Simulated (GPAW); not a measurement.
# How the form of the self-energy moves the gap of SrCl2 (Fm-3m)

Wanted: the gap of SrCl2 (Fm-3m) under several approximations, with cost.

Main program and level: GPAW 26.7.0; LDA and many-body steps on it, plane waves.

Report form: the programs' logs are mostly left out.

**1. Set-up**

It takes space group Fm-3m (No. 225, cubic). The conventional cell has a = 6.977 Å, b = 6.977 Å, c = 6.977 Å, α = 90.00°, β = 90.00°, γ = 90.00°. Nearest to Sr lie 8 Cl at 3.02 Å. Cl has 4 Sr at 3.02 Å nearest. Farther neighbours and most contacts between anions are not listed.

Structure file:

```cif
data_structure
_symmetry_space_group_name_H-M 'P 1'
_symmetry_Int_Tables_number 1
_cell_length_a 4.9333
_cell_length_b 4.9333
_cell_length_c 4.9333
_cell_angle_alpha 60.000
_cell_angle_beta 60.000
_cell_angle_gamma 60.000
_cell_volume 84.90
loop_
_atom_site_label
_atom_site_type_symbol
_atom_site_fract_x
_atom_site_fract_y
_atom_site_fract_z
_atom_site_occupancy
Sr1 Sr 0.00000 0.00000 0.00000 1
Cl2 Cl 0.25000 0.25000 0.25000 1
Cl3 Cl 0.75000 0.75000 0.75000 1
```

The cell and positions come from the Crystallography Open Database and are kept as given unless a step says otherwise.

**2. Empty states on the mesh, 4×4×4 mesh, 295 bands**

This step: GPAW 26.7.0; DFT, LDA, plane waves, PAW.

The sums over transitions need many empty states on a uniform mesh; this step solves for them.

Input file run.py:

```python
import json
import numpy as np
from gpaw.mpi import world
from gpaw import GPAW

calc = GPAW('gs.gpw').fixed_density(kpts={'size': (4, 4, 4), 'gamma': True},
    parallel={'domain': 1, 'band': 1},
    txt='nscf.txt')
calc.diagonalize_full_hamiltonian(nbands=295)
calc.write('full.gpw', mode='all')
res = {}
kpts = calc.get_ibz_k_points()
res['kpts'] = kpts
res['eigenvalues'] = [calc.get_eigenvalues(kpt=k) for k in range(len(kpts))]
res['n_electrons'] = calc.get_number_of_electrons()

if world.rank == 0:
    with open('result.json', 'w') as f:
        json.dump(res, f, default=lambda x: x.tolist())
```

Run with:

```
$ mpirun -n 4 gpaw python run.py
```

The job ended after 18 s (4 MPI ranks of Arm Neoverse V1, shared host; peak memory 1.7 GiB).

Numbers from this step:

```
gap                                                           : 4.883 eV
k of the valence top                                          : 0.5, 0.5, 0
k of the conduction bottom                                    : 0, 0, 0
least direct gap                                              : 5.167 eV
k points computed                                             : 8
lowest point of the top converged band, above the valence top : 121.7263 eV
```

On this mesh the gap is 4.883 eV.

**3. G0W0, Godby-Needs plasmon pole**

G0W0 replaces the xc potential by the self-energy, built once from these orbitals. Only a window of levels is corrected, while the sums run over the empty bands that the input names.

This step: G0W0 on LDA, plane waves, PAW.

Input file run.py:

```python
import json
import numpy as np
from gpaw.mpi import world
from gpaw.response.g0w0 import G0W0

gw = G0W0('full.gpw',
    filename='gw',
    kpts=[0, 5],
    bands=(10, 14),
    ecut=78,
    nbands=132,
    integrate_gamma='WS',
    ppa=True)
gw.calculate()
res = {mode: {k: v for k, v in r.items() if k != 'sigma_eskwn'}
       for mode, r in gw.all_results.items()}

if world.rank == 0:
    with open('result.json', 'w') as f:
        json.dump(res, f, default=lambda x: x.tolist())
```

Run with:

```
$ mpirun -n 4 gpaw python run.py
```

Run time: 36 s. Hardware: 4 MPI ranks; peak memory 1.2 GiB; 2.4 min of CPU time.

This step gave:

```yaml
g0w0_gap_on_the_points_computed: 7.189 eV
least_direct_g0w0_gap_on_the_computed_points: 7.593 eV
z_at_the_valence_top: 0.8115
z_at_the_conduction_bottom: 0.8613
starting_gap_on_the_mesh: 4.883 eV
k_of_the_valence_top: 0.5, 0.5, 0
k_of_the_conduction_bottom: 0, 0, 0
```

The gap on the mesh goes from 4.88 eV to 7.19 eV, a correction of +2.31 eV.

**4. One-shot HSE06**

This step: one-shot HSE06 levels on LDA orbitals, plane waves, PAW.

Input file run.py:

```python
import json
import numpy as np
from gpaw.mpi import world
from gpaw.hybrids.eigenvalues import non_self_consistent_eigenvalues

dft, vxc, vxc_hyb = non_self_consistent_eigenvalues('full.gpw', 'HSE06', 10, 14, kpt_indices=[0, 5])
res = {'dft': dft[0], 'hybrid': (dft - vxc + vxc_hyb)[0]}
if world.rank == 0:
    with open('hybrid.txt', 'w') as f:
        for k, e0, e1 in zip([0, 5], res['dft'], res['hybrid']):
            print(k, ' '.join(f'{x:9.4f}' for x in e0), '|', ' '.join(f'{x:9.4f}' for x in e1), file=f)

if world.rank == 0:
    with open('result.json', 'w') as f:
        json.dump(res, f, default=lambda x: x.tolist())
```

Run with:

```
$ mpirun -n 4 gpaw python run.py
```

It took 4 s on 4 MPI ranks; peak memory 0.46 GiB.

Numbers from this step:

| Quantity | Value |
| --- | --- |
| starting gap on the mesh | 4.883 eV |
| hybrid gap on the mesh | 6.632 eV |
| least direct hybrid gap on the computed points | 6.953 eV |

**5. G0W0, extrapolated in the cutoff**

This step: G0W0 on LDA, plane waves, PAW.

Input file run.py:

```python
import json
import numpy as np
from gpaw.mpi import world
from gpaw.response.g0w0 import G0W0

gw = G0W0('full.gpw',
    filename='gw',
    kpts=[0, 5],
    bands=(10, 14),
    ecut=130.0,
    integrate_gamma='WS',
    ppa=True,
    ecut_extrapolation=True)
gw.calculate()
res = {mode: {k: v for k, v in r.items() if k != 'sigma_eskwn'}
       for mode, r in gw.all_results.items()}

if world.rank == 0:
    with open('result.json', 'w') as f:
        json.dump(res, f, default=lambda x: x.tolist())
```

Run with:

```
$ mpirun -n 4 gpaw python run.py
```

The job ended after 4.2 min (4 MPI ranks; peak memory 1.5 GiB).

Numbers from this step:

- quasiparticle gap on the points computed: 7.523 eV
- least direct quasiparticle gap on the computed points: 7.902 eV
- Z at the valence top: 0.8033
- Z at the conduction bottom: 0.8584
- starting gap on the mesh: 4.883 eV
- k of the valence top: 0.5, 0.5, 0
- k of the conduction bottom: 0, 0, 0
- gaps at the cutoffs of the extrapolation: 7.311, 7.333, 7.354 eV

Against G0W0 in GPAW (4×4×4 mesh, 132 bands, screening to 78 eV, Godby-Needs plasmon pole), the gap moves by +0.333 eV.

**6. One-shot PBE0**

This step: one-shot PBE0 levels on LDA orbitals, plane waves, PAW.

Input file run.py:

```python
import json
import numpy as np
from gpaw.mpi import world
from gpaw.hybrids.eigenvalues import non_self_consistent_eigenvalues

dft, vxc, vxc_hyb = non_self_consistent_eigenvalues('full.gpw', 'PBE0', 10, 14, kpt_indices=[0, 5])
res = {'dft': dft[0], 'hybrid': (dft - vxc + vxc_hyb)[0]}
if world.rank == 0:
    with open('hybrid.txt', 'w') as f:
        for k, e0, e1 in zip([0, 5], res['dft'], res['hybrid']):
            print(k, ' '.join(f'{x:9.4f}' for x in e0), '|', ' '.join(f'{x:9.4f}' for x in e1), file=f)

if world.rank == 0:
    with open('result.json', 'w') as f:
        json.dump(res, f, default=lambda x: x.tolist())
```

Run with:

```
$ mpirun -n 4 gpaw python run.py
```

Run time: 4.3 s. Hardware: 4 MPI ranks; peak memory 0.89 GiB.

This step gave:

```yaml
starting_gap_on_the_mesh: 4.883 eV
hybrid_gap_on_the_mesh: 7.406 eV
least_direct_hybrid_gap_on_the_computed_points: 7.732 eV
```

**7. G0W0, full frequency, Hilbert transform**

This step: G0W0 on LDA, plane waves, PAW.

Input file run.py:

```python
import json
import numpy as np
from gpaw.mpi import world
from gpaw.response.g0w0 import G0W0

gw = G0W0('full.gpw',
    filename='gw',
    kpts=[0, 5],
    bands=(10, 14),
    ecut=78,
    nbands=132,
    integrate_gamma='WS',
    frequencies={'type': 'nonlinear', 'domega0': 0.1, 'omega2': 15.0},
    eta=0.1,
    nblocksmax=True)
gw.calculate()
res = {mode: {k: v for k, v in r.items() if k != 'sigma_eskwn'}
       for mode, r in gw.all_results.items()}

if world.rank == 0:
    with open('result.json', 'w') as f:
        json.dump(res, f, default=lambda x: x.tolist())
```

Run with:

```
$ mpirun -n 4 gpaw python run.py
```

Run time: 69 s. Hardware: 4 MPI ranks; peak memory 1.4 GiB.

Numbers from this step:

```
G0W0 gap on the points computed              : 7.193 eV
least direct G0W0 gap on the computed points : 7.576 eV
starting gap on the mesh                     : 4.883 eV
k of the valence top                         : 0.5, 0.5, 0
k of the conduction bottom                   : 0, 0, 0
```

Against G0W0 in GPAW (4×4×4 mesh, 132 bands, screening to 78 eV, Godby-Needs plasmon pole), the gap moves by +0.003 eV.

**8. The runs together**

Times are wall times on 4 MPI ranks of Arm Neoverse V1, shared host, good to a factor of about two.

```
                                    run   mesh  bands  screening cutoff (eV)  DFT gap (eV)  gap on the mesh (eV)  direct (eV)     time
         G0W0, Godby-Needs plasmon pole  4×4×4    132                     78         4.883                 7.189        7.593     36 s
                         one-shot HSE06  4×4×4      -                      -         4.883                 6.632        6.953      4 s
       G0W0, extrapolated in the cutoff  4×4×4      -                    130         4.883                 7.523        7.902  4.2 min
                          one-shot PBE0  4×4×4      -                      -         4.883                 7.406        7.732    4.3 s
G0W0, full frequency, Hilbert transform  4×4×4    132                     78         4.883                 7.193        7.576     69 s
```

**9. What came out**

```
G0W0, Godby-Needs plasmon pole          : 7.189 eV
one-shot HSE06                          : 6.632 eV
G0W0, extrapolated in the cutoff        : 7.523 eV
one-shot PBE0                           : 7.406 eV
G0W0, full frequency, Hilbert transform : 7.193 eV
known limits                            : not at the basis limit; no spin-orbit coupling
```

In words: One-shot HSE06: −0.558 eV against G0W0, Godby-Needs plasmon pole. G0W0, extrapolated in the cutoff: +0.333 eV against G0W0, Godby-Needs plasmon pole, at other bands or cutoff, so not like for like. One-shot PBE0: +0.217 eV against G0W0, Godby-Needs plasmon pole. G0W0, full frequency, Hilbert transform: +0.003 eV against G0W0, Godby-Needs plasmon pole. One-shot hybrid levels are evaluated on the LDA orbitals. Bands and cutoff are finite, so the gap is not at the basis limit. The miss can reach some tenths of an eV and take either sign; the mesh is an error of its own. These stock PAW sets were not made for GW. In the G0W0 runs levels were corrected at 2 k points alone, so a gap called «on the mesh» is the least over those, and an edge elsewhere would be missed. The many-body steps are scalar-relativistic: spin-orbit coupling is not in them.

[Paths, hosts, dates, memory and timing lines, banners, echoed tables and standing remarks are left out of the program output.]

[Logs are printed without paths, hosts, clocks, repeated set-up lines and the standing remarks that a program may print on its own settings, such as how far it seeks lower states.]

[Runs of the session that timed out or met a known fault of the program may be left out.]

[Hosts, paths, dates, database ids (printed as entryN), source tags and the programs' standing remarks are cut or masked in the printed files.]
